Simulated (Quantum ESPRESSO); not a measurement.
# The states of the two spins in NiI2, part 2 of 2

Wanted: the exchange-split electronic structure of NiI2.

Quantum ESPRESSO 7.5; LDA with U = 6 eV on Ni d (ortho-atomic projectors); plane waves with GBRV 1.5 LDA potentials, no spin-orbit coupling.

So far: The starting structure; Ground-state run.

The database entry behind the starting cell differs from later determinations by our own check (c about 0.7 % short), so it need not match the best structure at ambient conditions.

### 3. Projected density of states

Level of this step: LDA with U = 6 eV on Ni d (ortho-atomic projectors); plane waves with GBRV 1.5 LDA potentials, no spin-orbit coupling, projections on orthogonalised atomic orbitals (Quantum ESPRESSO).

projwfc.in reads:

```
&PROJWFC
  prefix = 'pwscf'
  outdir = './tmp'
  filpdos = 'pdos'
  ngauss = 0
  degauss = 0.01
  DeltaE = 0.05
  Emin = -2.73
  Emax = 11.27
/
```

Launch:

```
$ OMP_NUM_THREADS=1 mpirun -n 4 projwfc.x -nk 4 -in projwfc.in > projwfc.out
```

Output:

```text
[banner, memory and clock lines left out]
Program PROJWFC v.7.5 starts

     [... lines left out ...]
     IMPORTANT: XC functional enforced from input :
     Exchange-correlation= PZ
                           (   1   1   0   0   0   0   0)
     Any further DFT definition will be discarded
     Please, verify this is what you really want

     G-vector sticks info

     Check: negative core charge=   -0.000003

     Gaussian broadening (read from input): ngauss,degauss=   0    0.010000

     Calling projwave ....

  Problem Sizes
  natomwfc =           42
  nbnd     =           47
  nkstot   =           68
  npwx     =         5024
  nkb      =          108

     Atomic states used for projection
     (read from pseudopotential files):

     state #   1: atom   1 (Ni1), wfc  1 (l=0 m= 1)
     state #   2: atom   1 (Ni1), wfc  2 (l=1 m= 1)
     state #   3: atom   1 (Ni1), wfc  2 (l=1 m= 2)
     state #   4: atom   1 (Ni1), wfc  2 (l=1 m= 3)
     state #   5: atom   1 (Ni1), wfc  3 (l=2 m= 1)
     state #   6: atom   1 (Ni1), wfc  3 (l=2 m= 2)
     state #   7: atom   1 (Ni1), wfc  3 (l=2 m= 3)
     state #   8: atom   1 (Ni1), wfc  3 (l=2 m= 4)
     state #   9: atom   1 (Ni1), wfc  3 (l=2 m= 5)
     state #  10: atom   1 (Ni1), wfc  4 (l=0 m= 1)
     state #  11: atom   1 (Ni1), wfc  5 (l=1 m= 1)
     state #  12: atom   1 (Ni1), wfc  5 (l=1 m= 2)
     state #  13: atom   1 (Ni1), wfc  5 (l=1 m= 3)
     state #  14: atom   2 (Ni2), wfc  1 (l=0 m= 1)
     state #  15: atom   2 (Ni2), wfc  2 (l=1 m= 1)
     state #  16: atom   2 (Ni2), wfc  2 (l=1 m= 2)
     state #  17: atom   2 (Ni2), wfc  2 (l=1 m= 3)
     state #  18: atom   2 (Ni2), wfc  3 (l=2 m= 1)
     state #  19: atom   2 (Ni2), wfc  3 (l=2 m= 2)
     state #  20: atom   2 (Ni2), wfc  3 (l=2 m= 3)
     state #  21: atom   2 (Ni2), wfc  3 (l=2 m= 4)
     state #  22: atom   2 (Ni2), wfc  3 (l=2 m= 5)
     state #  23: atom   2 (Ni2), wfc  4 (l=0 m= 1)
     state #  24: atom   2 (Ni2), wfc  5 (l=1 m= 1)
     state #  25: atom   2 (Ni2), wfc  5 (l=1 m= 2)
     state #  26: atom   2 (Ni2), wfc  5 (l=1 m= 3)
     state #  27: atom   3 (I  ), wfc  1 (l=0 m= 1)
     state #  28: atom   3 (I  ), wfc  2 (l=1 m= 1)
     state #  29: atom   3 (I  ), wfc  2 (l=1 m= 2)
     state #  30: atom   3 (I  ), wfc  2 (l=1 m= 3)
     state #  31: atom   4 (I  ), wfc  1 (l=0 m= 1)
     state #  32: atom   4 (I  ), wfc  2 (l=1 m= 1)
     state #  33: atom   4 (I  ), wfc  2 (l=1 m= 2)
     state #  34: atom   4 (I  ), wfc  2 (l=1 m= 3)
     state #  35: atom   5 (I  ), wfc  1 (l=0 m= 1)
     state #  36: atom   5 (I  ), wfc  2 (l=1 m= 1)
     state #  37: atom   5 (I  ), wfc  2 (l=1 m= 2)
     state #  38: atom   5 (I  ), wfc  2 (l=1 m= 3)
     state #  39: atom   6 (I  ), wfc  1 (l=0 m= 1)
     state #  40: atom   6 (I  ), wfc  2 (l=1 m= 1)
     state #  41: atom   6 (I  ), wfc  2 (l=1 m= 2)
     state #  42: atom   6 (I  ), wfc  2 (l=1 m= 3)

 [... projections of the bands left out ...]

Lowdin Charges:

     Atom #   1: total charge =  18.2200, s =  2.5809, p =  7.1694, d =  8.4697,
                 spin up      =   9.8487, s =  1.2953,
                 spin up      =   9.8487, p =  3.5875, pz=  1.2016, px=  1.1929, py=  1.1931,
                 spin up      =   9.8487, d =  4.9659, dz2=  0.9921, dxz=  0.9943, dyz=  0.9943, dx2-y2=  0.9927, dxy=  0.9925,
                 spin down    =   8.3713, s =  1.2857,
                 spin down    =   8.3713, p =  3.5819, pz=  1.1983, px=  1.1919, py=  1.1918,
                 spin down    =   8.3713, d =  3.5038, dz2=  0.9867, dxz=  0.5005, dyz=  0.4913, dx2-y2=  0.7622, dxy=  0.7631,
                 polarization =   1.4774, s =  0.0096, p =  0.0057, d =  1.4622,
     Atom #   2: total charge =  18.2200, s =  2.5809, p =  7.1694, d =  8.4697,
                 spin up      =   8.3713, s =  1.2857,
                 spin up      =   8.3713, p =  3.5819, pz=  1.1983, px=  1.1919, py=  1.1918,
                 spin up      =   8.3713, d =  3.5038, dz2=  0.9867, dxz=  0.5005, dyz=  0.4913, dx2-y2=  0.7622, dxy=  0.7631,
                 spin down    =   9.8487, s =  1.2953,
                 spin down    =   9.8487, p =  3.5875, pz=  1.2016, px=  1.1929, py=  1.1931,
                 spin down    =   9.8487, d =  4.9659, dz2=  0.9921, dxz=  0.9943, dyz=  0.9943, dx2-y2=  0.9927, dxy=  0.9925,
                 polarization =  -1.4774, s = -0.0096, p = -0.0057, d = -1.4622,
     Atom #   3: total charge =   6.8311, s =  1.8682, p =  4.9628, d =  0.0000,
                 spin up      =   3.4580, s =  0.9348,
                 spin up      =   3.4580, p =  2.5232, pz=  0.8517, px=  0.8627, py=  0.8088,
                 spin up      =   3.4580, d =  0.0000, dz2=  0.0000, dxz=  0.0000, dyz=  0.0000, dx2-y2=  0.0000, dxy=  0.0000,
                 spin down    =   3.3731, s =  0.9335,
                 spin down    =   3.3731, p =  2.4396, pz=  0.8275, px=  0.7799, py=  0.8322,
                 spin down    =   3.3731, d =  0.0000, dz2=  0.0000, dxz=  0.0000, dyz=  0.0000, dx2-y2=  0.0000, dxy=  0.0000,
                 polarization =   0.0849, s =  0.0013, p =  0.0836, d =  0.0000,
     Atom #   4: total charge =   6.8311, s =  1.8682, p =  4.9628, d =  0.0000,
                 spin up      =   3.3731, s =  0.9335,
                 spin up      =   3.3731, p =  2.4396, pz=  0.8275, px=  0.7799, py=  0.8322,
                 spin up      =   3.3731, d =  0.0000, dz2=  0.0000, dxz=  0.0000, dyz=  0.0000, dx2-y2=  0.0000, dxy=  0.0000,
                 spin down    =   3.4580, s =  0.9348,
                 spin down    =   3.4580, p =  2.5232, pz=  0.8517, px=  0.8627, py=  0.8088,
                 spin down    =   3.4580, d =  0.0000, dz2=  0.0000, dxz=  0.0000, dyz=  0.0000, dx2-y2=  0.0000, dxy=  0.0000,
                 polarization =  -0.0849, s = -0.0013, p = -0.0836, d =  0.0000,
     Atom #   5: total charge =   6.8311, s =  1.8682, p =  4.9628, d =  0.0000,
                 spin up      =   3.3731, s =  0.9335,
                 spin up      =   3.3731, p =  2.4396, pz=  0.8275, px=  0.7799, py=  0.8322,
                 spin up      =   3.3731, d =  0.0000, dz2=  0.0000, dxz=  0.0000, dyz=  0.0000, dx2-y2=  0.0000, dxy=  0.0000,
                 spin down    =   3.4580, s =  0.9348,
                 spin down    =   3.4580, p =  2.5232, pz=  0.8517, px=  0.8627, py=  0.8088,
                 spin down    =   3.4580, d =  0.0000, dz2=  0.0000, dxz=  0.0000, dyz=  0.0000, dx2-y2=  0.0000, dxy=  0.0000,
                 polarization =  -0.0849, s = -0.0013, p = -0.0836, d =  0.0000,
     Atom #   6: total charge =   6.8311, s =  1.8682, p =  4.9628, d =  0.0000,
                 spin up      =   3.4580, s =  0.9348,
                 spin up      =   3.4580, p =  2.5232, pz=  0.8517, px=  0.8627, py=  0.8088,
                 spin up      =   3.4580, d =  0.0000, dz2=  0.0000, dxz=  0.0000, dyz=  0.0000, dx2-y2=  0.0000, dxy=  0.0000,
                 spin down    =   3.3731, s =  0.9335,
                 spin down    =   3.3731, p =  2.4396, pz=  0.8275, px=  0.7799, py=  0.8322,
                 spin down    =   3.3731, d =  0.0000, dz2=  0.0000, dxz=  0.0000, dyz=  0.0000, dx2-y2=  0.0000, dxy=  0.0000,
                 polarization =   0.0849, s =  0.0013, p =  0.0836, d =  0.0000,
     Spilling Parameter:   0.0037
```

Run time: 2.5 s. Hardware: 4 MPI ranks of Arm Neoverse V2, shared host; peak memory 0.45 GiB.

The density of states has structure finer than the step of the table below, so its rows give means over 0.5 eV, whole bins alone (the curve runs from -9.00 to 5.05 eV). Peaks (eV: height): up -6.55: 7.02, -5.95: 9.26, -4.85: 5.35, -2.20: 5.53; down -6.55: 7.02, -5.95: 9.26, -4.85: 5.35, -2.20: 5.53; Ni1 d up -6.55: 6.35, -5.95: 8.28; Ni1 d down = Ni2 d up -4.85: 3.79, -2.20: 0.725, 0.65: 2.84; Ni2 d down -6.55: 6.35, -5.95: 8.28.

Gaussian broadening of 0.136 eV on the SCF mesh. Density of states against energy, zero at the Fermi level; means over each step; 7 of 8 lines; values in states/eV/cell:

| energy (eV) | up | down | Ni1 d up | Ni1 d down = Ni2 d up | Ni2 d down | I3 p up | I3 p down = I4 p up |
| --- | --- | --- | --- | --- | --- | --- | --- |
| -7.5 | 0 | 0 | 0 | 0 | 0 | 0 | 0 |
| -7.0 | 0.192 | 0.192 | 0.174 | 2.6e-4 | 0.175 | 0.00505 | 0.00219 |
| -6.5 | 3.90 | 3.90 | 3.51 | 0.00781 | 3.51 | 0.102 | 0.0534 |
| -6.0 | 5.66 | 5.66 | 5.00 | 0.0511 | 4.99 | 0.137 | 0.0956 |
| -5.5 | 0.961 | 0.961 | 0.361 | 0.231 | 0.361 | 0.0725 | 0.0684 |
| -5.0 | 4.27 | 4.27 | 0.234 | 2.51 | 0.234 | 0.222 | 0.354 |
| -4.5 | 4.06 | 4.06 | 0.145 | 1.87 | 0.145 | 0.401 | 0.340 |
| -4.0 | 3.06 | 3.06 | 0.0862 | 0.873 | 0.0862 | 0.421 | 0.382 |
| -3.5 | 1.58 | 1.58 | 0.0484 | 0.175 | 0.0484 | 0.275 | 0.293 |
| -3.0 | 2.60 | 2.60 | 0.0456 | 0.179 | 0.0456 | 0.495 | 0.514 |
| -2.5 | 3.82 | 3.82 | 0.0403 | 0.374 | 0.0403 | 0.691 | 0.802 |
| -2.0 | 3.86 | 3.86 | 0.0359 | 0.483 | 0.0359 | 0.661 | 0.838 |
| -1.5 | 2.59 | 2.59 | 0.0803 | 0.107 | 0.0803 | 0.619 | 0.489 |
| -1.0 | 2.77 | 2.77 | 0.0966 | 0.124 | 0.0966 | 0.715 | 0.503 |
| -0.5 | 0.694 | 0.694 | 0.0261 | 0.0141 | 0.0261 | 0.202 | 0.118 |
| 0.0 | 7.9e-4 | 7.9e-4 | 3.0e-5 | 1.4e-4 | 3.0e-5 | 2.4e-4 | 5.6e-5 |
| 0.5 | 1.78 | 1.78 | 0.00155 | 1.31 | 0.00155 | 0.0615 | 0.135 |
| 1.0 | 2.21 | 2.21 | 0.00184 | 1.51 | 0.00184 | 0.119 | 0.206 |
| 1.5 | 0.0233 | 0.0233 | 2.0e-5 | 0.00525 | 2.0e-5 | 0.00136 | 0.00144 |
| 2.0 | 0.148 | 0.148 | 1.8e-4 | 0.00236 | 1.8e-4 | 0.00720 | 0.00722 |
| 2.5 | 0.659 | 0.659 | 7.0e-4 | 0.00319 | 7.0e-4 | 0.0355 | 0.0333 |
| 3.0 | 1.03 | 1.03 | 0.00133 | 0.00550 | 0.00133 | 0.0593 | 0.0586 |
| 3.5 | 1.00 | 1.00 | 0.00111 | 0.00523 | 0.00111 | 0.0678 | 0.0625 |
| 4.0 | 1.07 | 1.07 | 9.3e-4 | 0.00259 | 9.3e-4 | 0.0545 | 0.0640 |
| 4.5 | 0.974 | 0.974 | 7.0e-4 | 0.00154 | 7.0e-4 | 0.0249 | 0.0255 |

### 4. Results

* state: antiferromagnetic
* largest moment in a sphere: 1.47 μB

**Reading.** Distinct peaks of the density of states (up) stand at -6.55, -5.95, -4.85, -4.25 and -2.20 eV; the one at -5.95 eV is strongest. These are Kohn–Sham states without spin–orbit coupling, on the mesh of the self-consistent run. The moments are opposed on like sites, so the totals of the two spins are equal and the projections on single atoms show the splitting.

[Logs and program files are shortened in this print: banners, set-up blocks, solver, clock and traceback lines can be left out without a mark of their own.]

[Logs are printed without paths, hosts, clocks, repeated set-up lines and the standing remarks that a program may print on its own settings, such as how far it seeks lower states.]

[Hosts, paths, dates, database ids (printed as entryN), source tags and the programs' standing remarks are cut or masked in the printed files.]

[Where a cell is said to come from a database of computed structures, the database is the Materials Project.]
